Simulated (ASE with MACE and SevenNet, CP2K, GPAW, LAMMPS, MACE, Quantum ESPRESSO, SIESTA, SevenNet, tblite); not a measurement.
# Glassy B2O3 (90 atoms) in machine-learned potentials

Aim: run glassy B2O3 (90 atoms) in machine-learned potentials and see how near its forces come to a plane-wave reference, and at what cost.

Program: ASE with MACE and SevenNet. Level of theory: the method is named at each step. Results are calculated unless marked as measured.

### 1. Set-up

The cell holds 90 atoms: 36 B and 54 O. Cell: a = 10.120 Å, b = 10.120 Å, c = 10.120 Å, α = 90.0°, β = 90.0°, γ = 90.0°. 90 atoms (36 B, 54 O) placed at random at 1.93 g/cm³, melted at 3000 K for 20 ps at fixed volume with the Buckingham and Coulomb pair potential of Guillot and Sator (Geochim. Cosmochim. Acta 71, 1249 (2007)) with the boron terms of Wang et al. (J. Non-Cryst. Solids 498, 294 (2018)). Quenched from 3000 K to 300 K at 50 K/ps and fixed volume, held 10 ps at zero pressure, then minimised at fixed cell.

The yardstick, on the same geometry:

```
method                                           : Kohn-Sham DFT, PBE, SSSP efficiency 1.3.0 pseudopotentials, plane waves (Quantum ESPRESSO 7.5); sssp-pbe-1.3.0-efficiency, cutoffs 60/480 Ry, Γ point
r.m.s. force component                           : 0.7075 eV/Å
longest force                                    : 3.16 eV/Å
pressure                                         : -10.14 GPa
gap (highest filled to lowest empty level) : 4.663 eV
time                                             : 72 s on 4 MPI ranks of Arm Neoverse V2, shared host
CPU time                                         : 4.8 min
```

### 2. MACE MP-0b2 small potential

Method: machine-learned interatomic potential MACE MP-0b2 small, trained on PBE(+U) plane-wave data.

Contents of run.py:

```python
import numpy as np
from ase.io import read
import mlip  # loads the published weights by name

atoms = read("structure.xyz")
atoms.calc = mlip.calc("mace-mp-0b2-small")
energy = atoms.get_potential_energy()
forces = atoms.get_forces()
print(f"energy {energy:.6f} eV")
print("forces (eV/A)")
for i, (a, f) in enumerate(zip(atoms, forces)):
    print(f"{i:4d} {a.symbol:2s} {f[0]:10.5f} {f[1]:10.5f} {f[2]:10.5f}")
stress = -atoms.get_stress(voigt=False) * 160.21766
print("stress (GPa, compression positive)")
for row in stress:
    print(" ".join(f"{x:10.4f}" for x in row))
```

Contents of structure.xyz:

```xyz
90
Lattice="10.11952 0.00000 0.00000 0.00000 10.11952 0.00000 0.00000 0.00000 10.11952" Properties=species:S:1:pos:R:3 pbc="T T T"
B 8.82786 9.71555 2.01905
B 9.64957 8.51720 4.34927
B 3.03545 3.21882 4.76518
B 7.80893 1.53118 8.55970
B 7.37571 2.25190 2.73247
B 5.88238 8.14267 6.05744
B 3.95248 1.82769 8.79487
B 9.71595 6.04581 3.35189
B 3.83034 4.90068 1.32181
B 0.25663 0.56487 10.03755
B 9.58905 7.41214 8.63053
B 6.96334 3.32467 0.38009
B 2.70383 5.95827 4.49195
B 4.05439 6.27097 9.15989
B 9.89092 2.95955 2.04020
B 7.21309 6.24243 4.65660
B 5.60723 2.73784 6.87379
B 9.51670 1.97361 6.44472
B 2.00903 1.95772 6.98490
B 7.56414 9.15725 7.92237
B 0.00729 3.28803 9.67821
B 6.65207 5.63232 9.21069
B 6.12008 5.99116 2.31191
B 0.43666 7.16604 1.05739
B 2.12631 9.21018 8.64703
B 7.31166 4.91637 6.85638
B 2.47807 2.80968 2.40581
B 3.40846 7.12283 6.74901
B 5.71065 1.13308 4.61369
B 0.39375 5.11926 7.60512
B 4.31982 9.73356 10.04119
B 9.93970 4.14020 5.15144
B 3.55893 9.68256 4.07675
B 2.55781 7.79082 2.47351
B 1.59119 9.24317 5.94714
B 6.40920 8.56152 1.32212
O 1.09787 2.61367 2.32182
O 4.25910 1.00669 9.87645
O 6.36326 3.90087 6.77229
O 7.46355 0.18832 8.70825
O 4.95148 2.48829 8.08145
O 2.62723 6.71359 5.66410
O 7.48591 2.50944 9.49029
O 2.58200 9.73751 5.08243
O 8.48026 1.83609 7.36762
O 0.69845 1.53796 6.73940
O 5.53669 1.83892 5.81245
O 9.87908 7.41123 9.99626
O 3.01541 4.60428 4.57898
O 7.53287 9.30965 1.67761
O 6.68880 2.79967 1.63916
O 9.97845 4.80495 3.92951
O 6.97579 5.70751 3.38721
O 3.31728 6.51161 8.00150
O 6.50220 7.38442 5.05490
O 8.76765 2.39984 2.64949
[... 30 atom lines left out ...]
O 1.07743 9.79620 9.35428
O 2.58665 6.63324 3.27478
O 5.45746 6.34271 9.07164
O 7.50089 5.52101 8.10098
```

On the command line:

```console
OMP_NUM_THREADS=1 python run.py > output.txt
```

Log:

```text
energy -709.091538 eV
forces (eV/A)
   0 B    -0.01694   -1.51632   -0.29065
   1 B     1.10047    0.02880   -1.56259
   2 B    -1.70630    0.34538   -0.03697
   3 B     0.19761   -0.25644   -0.08425
   4 B     0.02156    0.31106   -0.90086
   5 B     0.28352   -1.85807    1.09134
   6 B     0.17517   -1.09464   -1.95160
   7 B     1.01517    1.35489   -0.23363
   8 B     1.00620    0.17214   -0.06874
   9 B     0.15397    0.06846    0.13975
  10 B    -0.22765   -0.60274    0.48695
  11 B     0.81150   -0.25557   -0.31664
  12 B     0.97303    0.23654    0.35860
  13 B     1.21367   -1.02658    0.06609
  14 B     0.16745   -0.50619   -1.30907
  15 B    -1.71138    0.24049    0.76541
  16 B     0.36241    0.12112   -0.37426
  17 B     0.63129    1.76440    1.22422
  18 B     0.35204    0.83166   -0.69179
  19 B     0.39558   -0.27465   -0.56877
  20 B     0.14578   -0.31009    0.68371
  21 B    -1.64207   -1.81066   -0.94530
  22 B    -1.06458    1.49224    0.00195
  23 B    -0.15372   -0.17301    0.67694
[...]
82 O     0.00909    0.39206   -0.29583
  83 O     0.08929    0.21017   -0.48957
  84 O     0.23372    0.11954   -0.31572
  85 O     0.08810   -0.35783    0.11189
  86 O    -0.24383    0.11683    0.14209
  87 O    -0.06779   -0.69784    0.06253
  88 O     0.62335    0.20868   -0.18056
  89 O     0.30503    0.18684   -0.32061
stress (GPa, compression positive)
   -7.9138    -1.5757    -0.7033
   -1.5757    -7.4126     1.9078
   -0.7033     1.9078   -11.1466
```

It took 6.8 s on 1 thread of Arm Neoverse V2, shared host; peak memory 0.7 GiB.

Banners, paths, timers and routine set-up lines are dropped from the logs unmarked, and long logs keep their key lines alone; longer cuts are marked.

Numbers from this run, and their distance from the reference:

```
r.m.s. force component                  : 0.6195 eV/Å
r.m.s. difference of force components   : 132.7 meV/Å
longest difference of force vectors     : 565.1 meV/Å
force difference over r.m.s. force      : 18.76 %
slope of forces against the reference's : 0.8657
correlation of force components         : 0.9888
pressure                                : -8.824 GPa
pressure difference                     : 1.313 GPa
```

Length of the force difference by element (eV/Å):

```csv
element,atoms,mean,most
B,36,0.28,0.57
O,54,0.15,0.32
```

The surroundings of B22, which bears the longest force, nearest first, numbered as they follow in the input and with coordinates relative to it.

```csv
atom,x,y,z,distance (Å),bonds,Fx,Fy,Fz (eV/Å)
B22,0.00,0.00,0.00,0.00,3,-1.64,-1.81,-0.95
O58,0.12,-0.95,1.01,1.39,2,-0.08,-0.18,0.66
O89,-1.19,0.71,-0.14,1.40,2,0.62,0.21,-0.18
O90,0.85,-0.11,-1.11,1.40,2,0.31,0.19,-0.32
B26,0.66,-0.72,-2.35,2.55,3,-1.78,0.21,0.17
B12,0.31,-2.31,1.29,2.66,3,0.81,-0.26,-0.32
B14,-2.60,0.64,-0.05,2.68,3,1.21,-1.03,0.07
O39,-0.29,-1.73,-2.44,3.00,2,-0.13,-0.42,0.02
O67,-0.30,1.57,2.56,3.01,2,0.06,0.30,-0.17
```

Atoms are counted from 1 here, from 0 in the log.

Forces lie 19 % from the reference's, at 0.017 times its CPU time (on 1 against 4 cores).

### 3. SevenNet l3i5 potential

Method: machine-learned interatomic potential SevenNet l3i5, trained on PBE(+U) plane-wave data.

Changes to run.py since step 2:

```diff
@@ -5,3 +5,3 @@
 atoms = read("structure.xyz")
-atoms.calc = mlip.calc("mace-mp-0b2-small")
+atoms.calc = mlip.calc("7net-l3i5")
 energy = atoms.get_potential_energy()
```

structure.xyz is that of step 2.

Log:

```text
energy -708.032471 eV
forces (eV/A)
   0 B    -0.06627   -1.40136   -0.50990
   1 B     1.06906   -0.03946   -1.66161
   2 B    -1.76793    0.24388   -0.11871
   3 B     0.15768   -0.50297   -0.00063
   4 B    -0.00644    0.37281   -1.03956
   5 B     0.25701   -1.87511    1.11420
   6 B     0.22859   -1.18026   -2.05616
   7 B     1.09727    1.56874   -0.21542
   8 B     1.07792    0.34214   -0.13814
   9 B    -0.02774    0.14105    0.27485
  10 B    -0.05813   -0.67980    0.70437
  11 B     0.86960   -0.35691   -0.26646
  12 B     0.85360    0.44963    0.54855
  13 B     1.21257   -1.02908    0.10590
  14 B    -0.17032   -0.45858   -1.57947
  15 B    -1.78623    0.14579    0.73624
  16 B     0.27634    0.16604   -0.16379
  17 B     0.75418    1.80574    1.26467
  18 B     0.52807    0.98692   -0.91045
  19 B     0.41104   -0.20050   -0.58942
  20 B     0.13530   -0.39191    0.88516
  21 B    -1.70476   -2.02855   -1.07163
  22 B    -0.96498    1.69801    0.01855
  23 B    -0.21067   -0.26469    0.72654
[...]
82 O     0.21422    0.27481   -0.34034
  83 O     0.04729    0.20845   -0.64139
  84 O     0.25111    0.18956   -0.28292
  85 O     0.06535   -0.27101    0.14453
  86 O    -0.04408    0.06224    0.11281
  87 O     0.00082   -0.78643    0.04032
  88 O     0.83698    0.13035   -0.32478
  89 O     0.19003    0.23941   -0.24200
stress (GPa, compression positive)
   -8.6260    -1.6753    -0.8652
   -1.6753    -8.0217     2.0118
   -0.8652     2.0118   -12.0804
```

Wall time 8.1 s (1 thread); peak memory 1.8 GiB.

Compared with the plane-wave run:

| Item | Value |
| --- | --- |
| r.m.s. force component | 0.6569 eV/Å |
| r.m.s. difference of force components | 79.05 meV/Å |
| longest difference of force vectors | 378 meV/Å |
| force difference over r.m.s. force | 11.17 % |
| slope of forces against the reference's | 0.9248 |
| correlation of force components | 0.996 |
| pressure | -9.576 GPa |
| pressure difference | 0.5617 GPa |

Against the first run (19 %), the force difference from the reference is 11 %, at 1.5 times the CPU time.

### 4. MACE MPA-0 medium potential

Method: machine-learned interatomic potential MACE MPA-0 medium, trained on PBE(+U) plane-wave data.

Changes to run.py since step 3:

```diff
@@ -5,3 +5,3 @@
 atoms = read("structure.xyz")
-atoms.calc = mlip.calc("7net-l3i5")
+atoms.calc = mlip.calc("mace-mpa-0-medium")
 energy = atoms.get_potential_energy()
```

structure.xyz is that of step 3.

Log:

```text
energy -708.270929 eV
forces (eV/A)
   0 B    -0.04329   -1.45563   -0.45916
   1 B     1.26357   -0.14612   -1.66403
   2 B    -1.83447    0.27453   -0.20620
   3 B     0.16498   -0.37031   -0.00340
   4 B     0.07324    0.44316   -1.13606
   5 B     0.37674   -1.95833    1.17816
   6 B     0.24573   -1.29975   -2.15342
   7 B     1.08576    1.58260   -0.25520
   8 B     1.10184    0.22282   -0.21846
   9 B     0.01002    0.28011    0.21375
  10 B    -0.13156   -0.74151    0.59934
  11 B     0.92341   -0.35881   -0.15605
  12 B     1.02168    0.39462    0.53883
  13 B     1.12996   -1.13627    0.01699
  14 B    -0.17715   -0.56936   -1.60323
  15 B    -1.73625    0.16470    0.72327
  16 B     0.27600    0.11642   -0.25731
  17 B     0.85287    1.97086    1.37552
  18 B     0.49626    0.89063   -0.78713
  19 B     0.47273   -0.04688   -0.63936
  20 B     0.11821   -0.39832    0.97209
  21 B    -1.76850   -2.28194   -1.13895
  22 B    -1.11120    1.61065    0.22182
  23 B    -0.16585   -0.21965    0.73970
[...]
82 O     0.07927    0.44924   -0.33594
  83 O     0.11950    0.16911   -0.51302
  84 O     0.27880    0.14483   -0.26438
  85 O     0.09511   -0.48446    0.17617
  86 O    -0.13525   -0.07226    0.13326
  87 O    -0.07353   -0.82345    0.03456
  88 O     0.86122    0.25399   -0.22068
  89 O     0.23831    0.27432   -0.14037
stress (GPa, compression positive)
   -7.9331    -1.6160    -0.9607
   -1.6160    -7.4156     2.0255
   -0.9607     2.0255   -11.4458
```

Run time: 5.7 s. Hardware: 1 thread; peak memory 1.2 GiB.

Numbers from this run, and their distance from the reference:

- r.m.s. force component: 0.6889 eV/Å
- r.m.s. difference of force components: 71.42 meV/Å
- longest difference of force vectors: 224.2 meV/Å
- force difference over r.m.s. force: 10.09 %
- slope of forces against the reference's: 0.9689
- correlation of force components: 0.9951
- pressure: -8.931 GPa
- pressure difference: 1.206 GPa

Against the first run (19 %), the force difference from the reference is 10 %, at 1.2 times the CPU time.

### 5. Side by side

Differences are against the plane-wave reference, forces as r.m.s. over components; share is that over the reference's r.m.s. force, slope the least-squares factor from reference forces to these. Total energies of different programs have different zeros and aren't compared.

```csv
run,"Δ force, r.m.s. (meV/Å)",share (%),slope,Δ pressure (GPa),cores,CPU time,memory (GiB)
reference,-,-,-,-,4,4.8 min,2.8
MACE MP-0b2 small potential,133,18.8,0.866,1.31,1,4.8 s,0.7
SevenNet l3i5 potential,79.0,11.2,0.925,0.562,1,7.3 s,1.8
MACE MPA-0 medium potential,71.4,10.1,0.969,1.21,1,5.7 s,1.2
```

Times of the machine-learned potentials are mostly Python's start and the loading of weights.

CPU time is summed over cores on a shared host, where runs went side by side, so it is rough. Symmetry, cutoffs, thresholds, outputs and thread counts weren't matched or tuned between programs; memory under MPI is the largest rank's times the ranks.

### 6. Summary of results

```yaml
nearest_in_forces: MACE MPA-0 medium potential, 10 %
its_cpu_time: 5.7 s
```

In words: Machine-learned potentials differ by 10 % (MACE MPA-0 medium potential) to 19 % (MACE MP-0b2 small potential); they were trained on other programs' data. The reference's pressure holds the uncorrected Pulay stress of its 60 Ry basis, so small pressure differences, and their order, may be the reference's own error. Machine-learned potentials mimic data converged in k, so the reference's own k-point error enters their differences. The quench rate of 50 K/ps is many orders above laboratory rates, so the cell is likely richer in defects and strain than a real sample. The network of bonds at the start is that of the classical potential that made the cell, and needn't be the one that DFT or experiment would give. The reference's stress is far from hydrostatic: its diagonal is -9.2, -8.5, -12.8 GPa, compression counted positive. The electronic-structure runs sample only Γ, in a cell whose shortest periodic width is 10 Å.

[Also dropped from logs without a mark: logging warnings of Python, and SIESTA's first energy breakdown and zero terms.]

[Logs are printed without paths, hosts, clocks, repeated set-up lines and the standing remarks that a program may print on its own settings, such as how far it seeks lower states.]

[Hosts, paths, dates, database ids (printed as entryN), source tags and the programs' standing remarks are cut or masked in the printed files.]
